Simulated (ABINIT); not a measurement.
# AlGaN2 (P3m1): G0W0 in ABINIT against the wavefunction cutoff in GW, part 2 of 2

How does the gap of AlGaN2 (P3m1) converge in the wavefunction cutoff in GW?

ABINIT 10.8.3; LDA and many-body steps on it, plane waves. Known limits of the many-body steps: not at the basis limit; exchange with frozen shells missing; no spin-orbit coupling; coarse k mesh.

So far. Step 2 (Screening, 3×3×2 mesh, 30 bands, screening to 106.1 eV): Local fields lower ε∞ by 7 %. On a Γ-centred mesh this coarse the value itself is usually too large, while a short band sum pulls it down. Step 5 (18 Ha): The gap on the mesh goes from 2.92 eV to 3.78 eV, a correction of +0.85 eV.

## 7. 27 Ha

This step: G0W0 on LDA, plane waves, norm-conserving pseudopotentials.

run.abi

```
acell 3*1.0 Angstrom
rprim 
  3.145282644058 -0.000000000015 0.000000000000
  -1.572641322016 2.723894671844 0.000000000000
  0.000000000000 0.000000000000 5.096893730000
ntypat 3
znucl 13 31 7
natom 4
typat 1 2 3 3
xred 
  0.000000000000 0.000000000000 0.999263770000
  0.666666666667 0.333333333333 0.497174210000
  0.666666666667 0.333333333333 0.111803640000
  0.000000000000 0.000000000000 0.628158390000
pp_dirpath "pseudos"
pseudos "Al.upf, Ga.upf, N.upf"
ecut 36
ngkpt 3 3 2
nshiftk 1
shiftk 0 0 0
kptopt 1
chksymbreak 0
istwfk *1
occopt 1
irdwfk 1
optdriver 4
nband 30
gwcalctyp 0
ecutsigx 27
symsigma 1
nkptgw 1
kptgw 
  0.0000000000 0.0000000000 0.0000000000
bdgw 
  12 15
ecuteps 3.9
irdscr 1
ppmodel 1
ecutwfn 27
indata_prefix "in"
outdata_prefix "out"
tmpdata_prefix "tmp"
```

Launch:

```console
> OMP_NUM_THREADS=1 mpirun -n 4 abinit run.abi > log
```

Output:

```text
.Version 10.8.3 of ABINIT. v10.8.2 released Aug 2026.

 Symmetries : space group P3 m 1 (#156); Bravais hP (primitive hexag.)
[... echo of the input left out ...]
== DATASET  1 ==================================================================
-   mpi_nproc: 4, omp_nthreads: 1 (-1 if OMP is not activated)

--- !DatasetInfo
iteration_state: {dtset: 1, }
dimensions: {natom: 4, nkpt: 6, mband: 30, nsppol: 1, nspinor: 1, nspden: 1, mpw: 1992, }
cutoff_energies: {ecut:  27.0, pawecutdg:  -1.0, }
[...]
13   5.381 -17.817 -21.171   4.102   0.795  -0.258 -17.222   0.595   5.976
       14   8.302 -13.905  -9.026  -3.047   0.819  -0.221 -12.405   1.500   9.802
       15  10.864 -12.213  -6.714  -3.503   0.830  -0.204 -10.555   1.657  12.521

== END DATASET(S) ==============================================================
================================================================================

 -outvars: echo values of variables after computation  --------
           etotal      0.0000000000E+00
            nband          30
             nkpt           6
          spgroup         156
 [... the other variables as echoed above ...]

 Calculation completed.
```

Wall time 2.5 s (4 MPI ranks of Arm Neoverse V2, shared host); peak memory 0.08 GiB.

Numbers from this step:

| Quantity | Value |
| --- | --- |
| G0W0 gap on the points computed | 3.826 eV |
| starting gap on the mesh | 2.921 eV |
| k of the valence top | 0, 0, 0 |
| k of the conduction bottom | 0, 0, 0 |
| least direct G0W0 gap on the computed points | 3.826 eV |

Against the run before, the gap moves by +0.051 eV.

## 8. Screening, 3×3×2 mesh, 30 bands, screening to 106.1 eV

This step: RPA screening on LDA, plane waves, norm-conserving pseudopotentials.

run.abi: that of step 7 with these lines changed.

```diff
@@ -25,16 +25,8 @@
 irdwfk 1
-optdriver 4
+optdriver 3
 nband 30
-gwcalctyp 0
-ecutsigx 27
-symsigma 1
-nkptgw 1
-kptgw 
-  0.0000000000 0.0000000000 0.0000000000
-bdgw 
-  12 15
 ecuteps 3.9
-irdscr 1
-ppmodel 1
-ecutwfn 27
+inclvkb 2
+awtr 1
+symchi 1
 indata_prefix "in"
```

Output:

```text
.Version 10.8.3 of ABINIT. v10.8.2 released Aug 2026.

 Symmetries : space group P3 m 1 (#156); Bravais hP (primitive hexag.)
[... echo of the input left out ...]
== DATASET  1 ==================================================================
-   mpi_nproc: 4, omp_nthreads: 1 (-1 if OMP is not activated)

--- !DatasetInfo
iteration_state: {dtset: 1, }
dimensions: {natom: 4, nkpt: 6, mband: 30, nsppol: 1, nspinor: 1, nspden: 1, mpw: 3066, }
cutoff_energies: {ecut:  36.0, pawecutdg:  -1.0, }
[...]
--------------------------------------------------------------------------------
[... chi0 elements left out ...]
 For q-point:  0.000010 0.000020 0.000030
  dielectric constant =   6.4291
  dielectric constant without local fields =   6.9174

  Average fulfillment of the sum rule on Im[epsilon] for q-point    1 :     25.35  [%]
[... wings left out ...]
  q-point number  2        q = ( 0.333333, 0.000000, 0.000000) [r.l.u.]
--------------------------------------------------------------------------------
[... chi0 elements left out ...]
  Average fulfillment of the sum rule on Im[epsilon] for q-point    2 :     33.43  [%]

 [... 4 further q-points ...]
```

Run time: 4 s. Hardware: 4 MPI ranks; peak memory 0.42 GiB.

Numbers from this step:

| Property | Result |
| --- | --- |
| ε∞ with local fields, on this mesh, along the program's q direction | 6.429 |
| the same without local fields | 6.917 |
| plasma frequency | 28.65 eV |
| plane waves in the screening matrix | 111 |

## 9. 36 Ha

This step: G0W0 on LDA, plane waves, norm-conserving pseudopotentials.

run.abi: that of step 8 with these lines changed.

```diff
@@ -25,8 +25,15 @@
 irdwfk 1
-optdriver 3
+optdriver 4
 nband 30
+gwcalctyp 0
+ecutsigx 36
+symsigma 1
+nkptgw 1
+kptgw 
+  0.0000000000 0.0000000000 0.0000000000
+bdgw 
+  12 15
 ecuteps 3.9
-inclvkb 2
-awtr 1
-symchi 1
+irdscr 1
+ppmodel 1
 indata_prefix "in"
```

Output:

```text
.Version 10.8.3 of ABINIT. v10.8.2 released Aug 2026.

 Symmetries : space group P3 m 1 (#156); Bravais hP (primitive hexag.)
[... echo of the input left out ...]
== DATASET  1 ==================================================================
-   mpi_nproc: 4, omp_nthreads: 1 (-1 if OMP is not activated)

--- !DatasetInfo
iteration_state: {dtset: 1, }
dimensions: {natom: 4, nkpt: 6, mband: 30, nsppol: 1, nspinor: 1, nspden: 1, mpw: 3066, }
cutoff_energies: {ecut:  36.0, pawecutdg:  -1.0, }
[...]
13   5.381 -17.816 -21.198   4.102   0.795  -0.258 -17.243   0.573   5.954
       14   8.302 -13.907  -9.027  -3.047   0.819  -0.221 -12.406   1.501   9.803
       15  10.864 -12.213  -6.717  -3.502   0.830  -0.204 -10.558   1.655  12.519

== END DATASET(S) ==============================================================
================================================================================

 -outvars: echo values of variables after computation  --------
           etotal      0.0000000000E+00
            nband          30
             nkpt           6
          spgroup         156
 [... the other variables as echoed above ...]

 Calculation completed.
```

The job ended after 2.8 s (4 MPI ranks; peak memory 0.1 GiB).

This step gave:

```
G0W0 gap on the points computed              : 3.849 eV
starting gap on the mesh                     : 2.921 eV
k of the valence top                         : 0, 0, 0
k of the conduction bottom                   : 0, 0, 0
least direct G0W0 gap on the computed points : 3.849 eV
```

Against the run before, the gap moves by +0.023 eV.

## 10. The runs together

Times are wall times on 4 MPI ranks of Arm Neoverse V2, shared host, good to a factor of about two. A run's time includes the screening step that it read.

```tsv
run	mesh	bands	screening cutoff (eV)	DFT gap (eV)	gap on the mesh (eV)	direct (eV)	ε∞ used	time
10.8 Ha	3×3×2	30	106.1	2.921	3.741	3.741	6.83	5.2 s
18 Ha	3×3×2	30	106.1	2.921	3.775	3.775	6.55	5.5 s
27 Ha	3×3×2	30	106.1	2.921	3.826	3.826	6.44	5.9 s
36 Ha	3×3×2	30	106.1	2.921	3.849	3.849	6.43	6.8 s
```

## 11. Outcome

| Property | Result |
| --- | --- |
| 10.8 Ha | 3.741 eV |
| 18 Ha | 3.775 eV |
| 27 Ha | 3.826 eV |
| 36 Ha | 3.849 eV |
| known limits | not at the basis limit; exchange with frozen shells missing; no spin-orbit coupling; coarse k mesh |

What this shows: The setting moved: wavefunction cutoff in GW. From 10.8 Ha to 36 Ha the gap moves by +0.11 eV. The last step still moves it by +0.023 eV. Bands and screening cutoff are coupled, so a series along one setting does not show full convergence. The exchange cutoff follows the wavefunction cutoff here. Bands and cutoff are finite, so the gap is not at the basis limit. The miss can reach some tenths of an eV and take either sign; the mesh is an error of its own. In the G0W0 runs levels were corrected at 1 k point alone, so a gap called «on the mesh» is the least over those, and an edge elsewhere would be missed. The 3×3×2 mesh is coarse for this cell, which bears on the long-range parts of exchange and screening. The norm-conserving file of at least one element keeps a d shell over frozen s and p shells of the same row. Exchange with those shells is missing from the self-energy, an error of 0.3 to 0.9 eV in cases checked, whose sign depends on which edge lies on those atoms. The many-body steps are scalar-relativistic: spin-orbit coupling is not in them.

[Paths, hosts, dates, memory and timing lines, banners, echoed tables and standing remarks are left out of the program output.]

[Logs are printed without paths, hosts, clocks, repeated set-up lines and the standing remarks that a program may print on its own settings, such as how far it seeks lower states.]

[Runs of the session that timed out or met a known fault of the program may be left out.]

[Hosts, paths, dates, database ids (printed as entryN), source tags and the programs' standing remarks are cut or masked in the printed files.]

[G0W0 gaps are taken among the corrected bands and points alone; a level outside them can change the order at an edge.]

[Where Ansatz stands beside ABINIT at settings called matched, ABINIT's density can come from a denser mesh and the files from another edition; pairs whose starting gaps differed by over 0.03 eV were left out, so agreement reads better than it is.]
